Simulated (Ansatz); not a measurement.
# How fast states decay through CsNa2MoO3F3

Wanted: the relaxed cell of CsNa2MoO3F3, its band edges and its decay constants. It is built by putting Cs for part of the Na in the Na3MoO3F3 structure of space group R3, with the volume rescaled by atomic radii. The parent structure comes from the Materials Project.

Calculated with Ansatz 0.2.0; PBEsol DFT, plane waves, PAW files, in the first sound run; inputs show where later runs differ.

The structure was built from a prototype and need not be the compound's stable phase.

### 1. The structure

It takes space group R3 (No. 146, trigonal). Conventional cell: a = 5.885 Å, b = 5.885 Å, c = 15.335 Å, α = 90.00°, β = 90.00°, γ = 120.00°. Nearest to Cs lie 3 F at 2.45 Å and 3 O at 2.47 Å. Na has 3 F at 2.36 Å and 3 O at 2.55 Å nearest. Nearest to Na lie 3 F at 2.37 Å and 3 O at 2.59 Å. Mo has 3 O at 1.85 Å and 3 F at 2.25 Å nearest. O has 1 Mo at 1.85 Å and 1 Cs at 2.47 Å and 2 Na at 2.55 to 2.59 Å nearest. Nearest to F lie 1 Mo at 2.25 Å and 2 Na at 2.36 to 2.37 Å and 1 Cs at 2.45 Å. It derives from Na3MoO3F3. Cs for part of the Na in the Na3MoO3F3 structure of space group R3. Farther neighbours and most contacts between anions are not listed.

### 2. Relaxing the new crystal

The substituted atoms don't fit the parent's cell, so cell and atoms relax together. A small smearing keeps the run stable in case the gap closes on the way.

input.yaml

```yaml
crystal:
  lattice:
    - [2.9424707773, 1.6988362953, 5.1116106905]
    - [-2.9424707773, 1.6988362953, 5.1116106905]
    - [0.0, -3.3976725907, 5.1116106905]
  atoms:
    - { symbol: Cs, position: [0.77398156, 0.77398156, 0.77398156] }
    - { symbol: Na, position: [0.49007933, 0.49007933, 0.49007933] }
    - { symbol: Na, position: [0.27237405, 0.27237405, 0.27237405] }
    - { symbol: Mo, position: [0.99977675, 0.99977675, 0.99977675] }
    - { symbol: O, position: [0.74534402, 0.09397635, 0.31132043] }
    - { symbol: O, position: [0.31132043, 0.74534402, 0.09397635] }
    - { symbol: O, position: [0.09397635, 0.31132043, 0.74534402] }
    - { symbol: F, position: [0.17593014, 0.87120784, 0.64021018] }
    - { symbol: F, position: [0.87120784, 0.64021018, 0.17593014] }
    - { symbol: F, position: [0.64021018, 0.17593014, 0.87120784] }
kpoints:
  mp_grid: { grid: [4, 4, 4] }
scf:
  occupations: { method: gaussian, width: 0.03 }
hamiltonian:
  xc: pbesol
output:
  forces: true
  stress: true
relax:
  f_tol: 0.02
  max_steps: 60
  cell: {}
```

The run is started by

```console
$ ansatz run input.yaml --threads 2 --pin off --max-ram 4096MiB --backend cpu --events-out ev --progress --plain --runs-dir out
```

Numbers of over 12 decimals in the logs are rounded to 6 here.

Output:

```text
Engine: ansatz 0.2.0, x86_64-unknown-linux-gnu
Pseudopotentials: kind: paw
Pseudopotential: Cs, paw, valence charge 9, recommended cutoff 420 eV (normal), Cs.paw.azcp
Pseudopotential: Na, paw, valence charge 9, recommended cutoff 420 eV (normal), Na.paw.azcp
Pseudopotential: Mo, paw, valence charge 14, recommended cutoff 420 eV (normal), Mo.paw.azcp
Pseudopotential: O, paw, valence charge 6, recommended cutoff 420 eV (normal), O.paw.azcp
Pseudopotential: F, paw, valence charge 7, recommended cutoff 420 eV (normal), F.paw.azcp
Functional definition: PBEsol
  exchange = pbesol_x
  correlation = pbesol_c
Crystal: 10 atoms, lattice volume = 153.311 Å³
Basis set: ecut = 420 eV, 2993 PW (Γ), exchange–correlation on 90×90×90 points (8 copies of the dense FFT grid, shifted against one another)
Bands: 50, of which v1, the nominal top of the filled ones, is band 40 counted from 1 (39 counted from 0)
Symmetry: 3 space group operations
Space group: R3 (ITA 146), of the structure as read, at distance tolerance 5.4e-5 Å
k-points: 14 of 64 (time reversal used)
Non-local potential: Cs, projectors of the file, l = 0: 3, l = 1: 2, l = 2: 2, l = 3: 2
Non-local potential: Na, projectors of the file, l = 0: 3, l = 1: 2, l = 2: 1
Non-local potential: Mo, projectors of the file, l = 0: 3, l = 1: 2, l = 2: 2, l = 3: 1
Non-local potential: O, projectors of the file, l = 0: 2, l = 1: 2, l = 2: 1
Non-local potential: F, projectors of the file, l = 0: 2, l = 1: 2, l = 2: 1
PAW form: soft (Blöchl's): semilocal exchange-correlation on the pseudo side does not see the compensation charge
PAW frozen core: Cs, regenerated for the run's functional, and the local potential with it (the file was generated under x = pbe(κ = 0.804, μ = 0.219515), c = pbe(β = 0.066725))
PAW frozen core: Na, regenerated for the run's functional, and the local potential with it (the file was generated under x = pbe(κ = 0.804, μ = 0.219515), c = pbe(β = 0.066725))
PAW frozen core: Mo, regenerated for the run's functional, and the local potential with it (the file was generated under x = pbe(κ = 0.804, μ = 0.219515), c = pbe(β = 0.066725))
PAW frozen core: O, regenerated for the run's functional, and the local potential with it (the file was generated under x = pbe(κ = 0.804, μ = 0.219515), c = pbe(β = 0.066725))
PAW frozen core: F, regenerated for the run's functional, and the local potential with it (the file was generated under x = pbe(κ = 0.804, μ = 0.219515), c = pbe(β = 0.066725))
PAW one-centre angular grid: Cs, 194 points (default); XC on 64 Gauss nodes
PAW one-centre angular grid: Na, 110 points (default); XC on 64 Gauss nodes
PAW one-centre angular grid: Mo, 590 points (default); XC on 64 Gauss nodes
PAW one-centre angular grid: O, 110 points (default); XC on 64 Gauss nodes
PAW one-centre angular grid: F, 110 points (default); XC on 64 Gauss nodes
Initial density: superposition of atomic densities (neutral atoms: chi_scale 0, normalization atom), corrected by the library's trained network
Initial wavefunctions: pseudopotential atomic-orbital guess
Functional: x = pbesol(κ = 0.804, μ = 0.123457), c = pbesol(β = 0.046)
SCF iter   1: F=—  HF=-17524.242273 eV  |F-HF|=—  |Δ(HF+E_count)|=         —  Δρ=1.40e-2  dr2=2.51e-1  ethr=1.77e-3  ⟨swp⟩=6.1  Hψ=2660  notcnv=0  defer=1
preconditioner: auto → Resta (q_TF=auto, 2.448 Å⁻¹)  ε∞=3.6  [insulator: Δε(μ)=2.327 eV  Ē_g=15.432 eV  σ=0.030 eV  W_gap=1.00  n_scr=32 (ndim 8)  ℏωp=24.7 eV  f_vac=0.140  D(μ)=0.00/eV (n_scr^D=0)  ε∞_Penn≈3.6]
SCF iter   2: F=—  HF=-17524.212434 eV  |F-HF|=—  |Δ(HF+E_count)|=   2.98e-2  Δρ=8.74e-3  dr2=1.75e-1  ethr=3.14e-4  ⟨swp⟩=2.1  Hψ=1228  notcnv=0  defer=60
SCF iter   3: F=—  HF=-17524.190674 eV  |F-HF|=—  |Δ(HF+E_count)|=   2.18e-2  Δρ=2.51e-3  dr2=1.01e-2  ethr=2.19e-4  ⟨swp⟩=2.9  Hψ=1017  notcnv=0  defer=60
SCF iter   4: F=—  HF=-17524.189467 eV  |F-HF|=—  |Δ(HF+E_count)|=   1.21e-3  Δρ=9.33e-4  dr2=1.38e-3  ethr=1.27e-5  ⟨swp⟩=2.0  Hψ=1022  notcnv=0  defer=60
SCF iter   5: F=—  HF=-17524.189533 eV  |F-HF|=—  |Δ(HF+E_count)|=   6.65e-5  Δρ=3.77e-4  dr2=2.49e-4  ethr=1.72e-6  ⟨swp⟩=2.0  Hψ=923  notcnv=0  defer=60
SCF iter   6: F=—  HF=-17524.189596 eV  |F-HF|=—  |Δ(HF+E_count)|=   6.29e-5  Δρ=9.98e-5  dr2=1.96e-5  ethr=3.11e-7  ⟨swp⟩=2.0  Hψ=968  notcnv=0  defer=60
SCF iter   7: F=—  HF=-17524.189719 eV  |F-HF|=—  |Δ(HF+E_count)|=   1.23e-4  Δρ=1.90e-5  dr2=8.12e-7  ethr=2.45e-8  ⟨swp⟩=2.0  Hψ=1005  notcnv=0  defer=60
SCF iter   8: F=-17524.189720 eV  HF=-17524.189720 eV  |F-HF|=5.74e-8  |Δ(HF+E_count)|=   6.53e-7  Δρ=6.27e-6  dr2=5.99e-8  ethr=1.25e-10  ⟨swp⟩=4.1  Hψ=2393  notcnv=0
SCF 1 converged in 8 iterations: F = -17524.189720 eV  dr2 = 5.99e-8
  greatest PAW one-centre occupation: 0.999 electrons in one spin orbital (limit 2), on the Na atom at site 1 (counted from 0), in its partial waves of l = 0
relax step   1: F+E_penalty+E_count = -17524.18972016 eV  Δ(F+E_penalty+E_count) = +0.000e0 eV  max|allowed force component| = 4.142e0 eV/Å  Δτ_max = 0.0000 Å  P = -0.192 GPa  Ω = 153.311 Å³  (8 SCF iters, dr2 threshold 1.00e-7 eV, accepted)
Crystal: 10 atoms, lattice volume = 158.678 Å³
Basis set: ecut = 420 eV, 3089 PW (Γ), exchange–correlation on 90×90×90 points (8 copies of the dense FFT grid, shifted against one another)
Initial density: handed on by an earlier stage of this run
Initial wavefunctions: those handed on with the density
iter 1 solved again at ethr=3.36e-4 eV; its pass at ethr=3.10e-3 eV (dr2=2.69e-1 eV) is discarded
SCF iter   1: F=—  HF=-17526.475202 eV  |F-HF|=—  |Δ(HF+E_count)|=         —  Δρ=1.84e-2  dr2=2.72e-1  ethr=3.36e-4  ⟨swp⟩=2.0  Hψ=3103  notcnv=0
preconditioner: auto → Resta (q_TF=auto, 2.434 Å⁻¹)  ε∞=3.4  [insulator: Δε(μ)=3.267 eV  Ē_g=15.796 eV  σ=0.030 eV  W_gap=1.00  n_scr=34 (ndim 8)  ℏωp=24.3 eV  f_vac=0.145  D(μ)=0.00/eV (n_scr^D=0)  ε∞_Penn≈3.4]
SCF iter   2: F=—  HF=-17526.405635 eV  |F-HF|=—  |Δ(HF+E_count)|=   6.96e-2  Δρ=8.71e-3  dr2=6.93e-2  ethr=3.36e-4  ⟨swp⟩=2.9  Hψ=1131  notcnv=0
SCF iter   3: F=—  HF=-17526.402323 eV  |F-HF|=—  |Δ(HF+E_count)|=   3.31e-3  Δρ=6.48e-3  dr2=8.01e-2  ethr=8.66e-5  ⟨swp⟩=2.3  Hψ=1262  notcnv=0  defer=53
SCF iter   4: F=—  HF=-17526.389938 eV  |F-HF|=—  |Δ(HF+E_count)|=   1.24e-2  Δρ=1.47e-3  dr2=1.99e-3  ethr=8.66e-5  ⟨swp⟩=2.0  Hψ=981  notcnv=0  defer=53
SCF iter   5: F=—  HF=-17526.389804 eV  |F-HF|=—  |Δ(HF+E_count)|=   1.35e-4  Δρ=4.05e-4  dr2=1.99e-4  ethr=2.49e-6  ⟨swp⟩=2.2  Hψ=979  notcnv=0  defer=53
[...]
[... from here on, the SCF cycles and remarks between the steps are left out ...]
relax step   4: F+E_penalty+E_count = -17526.96621963 eV  Δ(F+E_penalty+E_count) = -1.356e-1 eV  max|allowed force component| = 2.142e-1 eV/Å  Δτ_max = 0.1247 Å  P = -0.140 GPa  Ω = 156.201 Å³  energy of the carried Pulay correction = -8.872e-3 eV  (7 SCF iters, dr2 threshold 1.00e-6 eV, accepted)
relax step   5: F+E_penalty+E_count = -17527.02719916 eV  Δ(F+E_penalty+E_count) = -6.098e-2 eV  max|allowed force component| = 3.947e-1 eV/Å  Δτ_max = 0.1994 Å  P = -0.024 GPa  Ω = 157.603 Å³  energy of the carried Pulay correction = -1.312e-2 eV  (8 SCF iters, dr2 threshold 1.00e-6 eV, accepted)
relax step   6: F+E_penalty+E_count = -17527.04664483 eV  Δ(F+E_penalty+E_count) = -1.945e-2 eV  max|allowed force component| = 6.564e-2 eV/Å  Δτ_max = 0.0388 Å  P = +0.137 GPa  Ω = 156.889 Å³  energy of the carried Pulay correction = -1.096e-2 eV  (7 SCF iters, dr2 threshold 1.00e-6 eV, accepted)
relax step   7: F+E_penalty+E_count = -17527.04985822 eV  Δ(F+E_penalty+E_count) = -3.213e-3 eV  max|allowed force component| = 2.646e-2 eV/Å  Δτ_max = 0.0396 Å  P = -0.122 GPa  Ω = 157.584 Å³  energy of the carried Pulay correction = -1.306e-2 eV  (7 SCF iters, dr2 threshold 2.69e-7 eV, accepted)
relax step   8: F+E_penalty+E_count = -17527.05324847 eV  Δ(F+E_penalty+E_count) = -3.390e-3 eV  max|allowed force component| = 3.625e-2 eV/Å  Δτ_max = 0.0450 Å  P = +0.019 GPa  Ω = 157.128 Å³  energy of the carried Pulay correction = -1.168e-2 eV  (7 SCF iters, dr2 threshold 1.27e-7 eV, accepted)
relax step   9: F+E_penalty+E_count = -17527.05171088 eV  Δ(F+E_penalty+E_count) = +1.538e-3 eV  max|allowed force component| = 1.892e-2 eV/Å  Δτ_max = 0.0368 Å  P = -0.027 GPa  Ω = 157.813 Å³  energy of the carried Pulay correction = -1.375e-2 eV  (7 SCF iters, dr2 threshold 8.22e-8 eV, accepted)
relax step  10: F+E_penalty+E_count = -17527.05242155 eV  Δ(F+E_penalty+E_count) = -7.107e-4 eV  max|allowed force component| = 4.324e-3 eV/Å  Δτ_max = 0.0042 Å  P = -0.003 GPa  Ω = 157.657 Å³  energy of the carried Pulay correction = -1.328e-2 eV  (7 SCF iters, dr2 threshold 4.28e-8 eV, accepted)
relax step  11: F+E_penalty+E_count = -17527.06911667 eV  Δ(F+E_penalty+E_count) = -1.670e-2 eV  max|allowed force component| = 4.646e-3 eV/Å  Δτ_max = 0.0000 Å  P = +0.192 GPa  Ω = 157.657 Å³  stress off target by 2.18e-1 GPa  SCF on the basis re-selected at this cell (its energy is not comparable with the rows above)  (7 SCF iters)
relax step  12: F+E_penalty+E_count = -17527.06682485 eV  Δ(F+E_penalty+E_count) = +2.292e-3 eV  max|allowed force component| = 9.907e-3 eV/Å  Δτ_max = 0.0153 Å  P = -0.024 GPa  Ω = 158.569 Å³  energy of the carried Pulay correction = -2.801e-3 eV  (7 SCF iters, dr2 threshold 1.18e-7 eV, accepted)
iter 1 solved again at ethr=3.18e-7 eV; its pass at ethr=3.10e-3 eV (dr2=2.54e-4 eV) is discarded
SCF iter   1: F=—  HF=-17527.068769 eV  |F-HF|=—  |Δ(HF+E_count)|=         —  Δρ=1.06e-4  dr2=8.19e-7  ethr=3.18e-7  ⟨swp⟩=3.3  Hψ=4580  notcnv=0
preconditioner: auto → Resta (q_TF=auto, 2.434 Å⁻¹)  ε∞=3.3  [insulator: Δε(μ)=3.742 eV  Ē_g=16.015 eV  σ=0.030 eV  W_gap=1.00  n_scr=34 (ndim 8)  ℏωp=24.3 eV  f_vac=0.142  D(μ)=0.00/eV (n_scr^D=0)  ε∞_Penn≈3.3]
SCF iter   2: F=—  HF=-17527.069167 eV  |F-HF|=—  |Δ(HF+E_count)|=   3.98e-4  Δρ=5.25e-5  dr2=2.65e-7  ethr=1.02e-9  ⟨swp⟩=2.3  Hψ=1236  notcnv=0
SCF iter   3: F=—  HF=-17527.069248 eV  |F-HF|=—  |Δ(HF+E_count)|=   8.14e-5  Δρ=2.22e-5  dr2=9.18e-8  ethr=3.32e-10  ⟨swp⟩=2.0  Hψ=1158  notcnv=0
SCF iter   4: F=—  HF=-17527.069264 eV  |F-HF|=—  |Δ(HF+E_count)|=   1.60e-5  Δρ=5.23e-6  dr2=3.18e-8  ethr=1.15e-10  ⟨swp⟩=2.0  Hψ=1169  notcnv=0
SCF iter   5: F=—  HF=-17527.069264 eV  |F-HF|=—  |Δ(HF+E_count)|=   2.97e-7  Δρ=6.85e-7  dr2=7.46e-10  ethr=3.97e-11  ⟨swp⟩=2.2  Hψ=906  notcnv=0
SCF iter   6: F=—  HF=-17527.069264 eV  |F-HF|=—  |Δ(HF+E_count)|=  1.35e-10  Δρ=3.13e-7  dr2=2.23e-10  ethr=1.00e-12  ⟨swp⟩=2.0  Hψ=912  notcnv=0
SCF iter   7: F=-17527.069264 eV  HF=-17527.069264 eV  |F-HF|=2.91e-11  |Δ(HF+E_count)|=   1.83e-9  Δρ=7.53e-8  dr2=1.45e-11  ethr=1.00e-12  ⟨swp⟩=4.0  Hψ=2260  notcnv=0
SCF 13 converged in 7 iterations: F = -17527.069264 eV  dr2 = 1.45e-11
relax step  13: F+E_penalty+E_count = -17527.06926447 eV  Δ(F+E_penalty+E_count) = -2.440e-3 eV  max|allowed force component| = 9.794e-3 eV/Å  Δτ_max = 0.0000 Å  P = -0.010 GPa  Ω = 158.569 Å³  stress off target by 2.12e-2 GPa  SCF on the basis re-selected at this cell (its energy is not comparable with the rows above)  (7 SCF iters)
basis re-selected at this cell: Δ(F+E_penalty+E_count) = -2.440e-3 eV, ΔP = +0.014 GPa vs the last step (what re-selecting the basis moved, of the pressure what is left beyond the Pulay correction that the steps carried, after the strain that the cell walked since its last selection, with what the two solves' SCF thresholds leave and, on support functions, any second-order correction that the steps lacked; it is no m [...]
SCF converged after 7 iterations
Free energy (F): -17527.069264 eV
Harris-Foulkes:  -17527.069264 eV  (|F-HF|=2.91e-11)
Internal energy: -17527.069264 eV  (E = F + TS)
E sigma→0 (E₀):  -17527.069264 eV
Fermi energy:    5.293285 eV
--- Per-component energies (eV) ---
  E_band       = -850.369997
  E_kinetic    = 1965.226065
  E_local      = -7734.756068  (includes V_loc(G=0)·N_el)
  E_nonlocal   = 770.223551
  E_hartree    = 2867.026092
  E_xc         = -886.807036
  E_vxc        = -1038.981843  (∫ρ·V_xc dr)
  E_paw        = -9669.680731  (= ΣΔE_a)
  E_vpaw       = -546.147481  (= ΣTr[D̂ρ^β])
  E_aug_tail   = 0.013489  (compensation charges beyond the density's cutoff)
  E_ewald      = -4839.010665
  E_core_change = 0.696039  (= ΣΔE_core)
  E_smearing   = -0.000000  (= −TS)
  E_closure    = 0.000000  (closes the sum)
  Σ components = -17527.069264   (vs F -17527.069264, Δ=0.00e0)
--- Forces (eV/Å), atoms counted from 1 ---
  atom   1  Cs     0.00000000    -0.00000000     0.00169085
  atom   2  Na     0.00000000    -0.00000000     0.00561921
  atom   3  Na     0.00000000    -0.00000000     0.00680964
  atom   4  Mo    -0.00000000    -0.00000000     0.00979397
  atom   5  O     -0.00316851    -0.00379030    -0.00346586
  atom   6  O      0.00486675    -0.00084886    -0.00346586
  atom   7  O     -0.00169824     0.00463916    -0.00346586
  atom   8  F     -0.00222166    -0.00249238    -0.00450629
  atom   9  F     -0.00104763     0.00317021    -0.00450629
  atom  10  F      0.00326930    -0.00067783    -0.00450629
  max |Σ_I F_I| component: 2.78e-6 eV/Å
--- Stress (GPa, compression-positive) ---
       -0.021235       0.000000      -0.000000
       -0.000000      -0.021235      -0.000000
       -0.000000      -0.000000       0.012666
  P = ⅓ Tr σ = -0.0099 GPa (-0.099 kbar)
--- Relaxed structure (11 steps of the walk, 11 accepted, 2 SCFs on fresh bases) ---
  F+E_penalty+E_count = -17527.06926447 eV   max|allowed force component| = 9.794e-3 eV/Å   (the final SCF, on the basis selected at the relaxed cell)
  cell:  # Å, volume = 158.5690 Å³
    - [2.972509, 1.716179, 5.180616]
    - [-2.972509, 1.716179, 5.180616]
    - [7.594590293270885e-19, -3.432358, 5.180616]
  atoms:
    - { symbol: Cs, position: [0.744372, 0.744372, 0.744372] }
    - { symbol: Na, position: [0.490885, 0.490885, 0.490885] }
    - { symbol: Na, position: [0.281174, 0.281174, 0.281174] }
    - { symbol: Mo, position: [0.997797, 0.997797, 0.997797] }
    - { symbol: O, position: [0.739959, 0.188576, 0.213779] }
    - { symbol: O, position: [0.213779, 0.739959, 0.188576] }
    - { symbol: O, position: [0.188576, 0.213779, 0.739959] }
    - { symbol: F, position: [0.201326, 0.797892, 0.718439] }
    - { symbol: F, position: [0.797892, 0.718439, 0.201326] }
    - { symbol: F, position: [0.718439, 0.201326, 0.797892] }
```

The job ended after 39 s (2 threads of Intel Xeon 6975P-C (Granite Rapids), shared host; peak memory 0.53 GiB).

The steps of the relaxation:

```csv
step,energy less that of the first step (eV),largest force component (eV/Å),pressure (GPa),volume (Å³)
1,0.0000,4.1416,-0.19,153.31
2,-2.2002,1.3437,-0.77,158.68
3,-2.6409,0.3980,0.43,157.74
4,-2.7765,0.2142,-0.14,156.20
5,-2.8375,0.3947,-0.02,157.60
6,-2.8569,0.0656,0.14,156.89
7,-2.8601,0.0265,-0.12,157.58
8,-2.8635,0.0363,0.02,157.13
9,-2.8620,0.0189,-0.03,157.81
10,-2.8627,0.0043,0.00,157.66
11*,-2.8794,0.0046,0.19,157.66
12,-2.8771,0.0099,-0.02,158.57
13*,-2.8795,0.0098,-0.01,158.57
```

Relaxation steps marked * repeat the geometry before them on a plane-wave basis chosen anew for their cell, so energy and pressure can jump there.

Forces are held to the 3 operations that the run works with; a distortion that breaks them can't arise in this run.

```csv
"conventional cell, symmetrised",before,after,change
a (Å),5.885,5.945,+1.0 %
b (Å),5.885,5.945,+1.0 %
c (Å),15.335,15.542,+1.3 %
volume (Å³/atom),15.33,15.86,+3.4 %
```

The atoms that moved most (Å, as changes of fractional coordinates times the final cell):

```csv
atom,dx,dy,dz,length
O5,-0.297,0.488,-0.043,0.573
O7,0.571,0.013,-0.043,0.573
O6,-0.274,-0.501,-0.043,0.573
F8,0.293,-0.351,0.157,0.484
F9,-0.450,-0.079,0.157,0.484
F10,0.157,0.429,0.157,0.484
Cs1,0.000,0.000,-0.460,0.460
Na3,0.000,0.000,0.137,0.137
```

Numbers from this step:

```
free energy  : -17527.0693 eV
Fermi energy : 5.293 eV
pressure     : -0.009935 GPa
```

The largest force component on a free atom ends at 0.0098 eV/Å.

(Part 1 of 3 ends here.)

[Logs are printed without paths, hosts, clocks, repeated set-up lines and the standing remarks that a program may print on its own settings, such as how far it seeks lower states.]

[Hosts, paths, dates, database ids (printed as entryN), source tags and the programs' standing remarks are cut or masked in the printed files.]
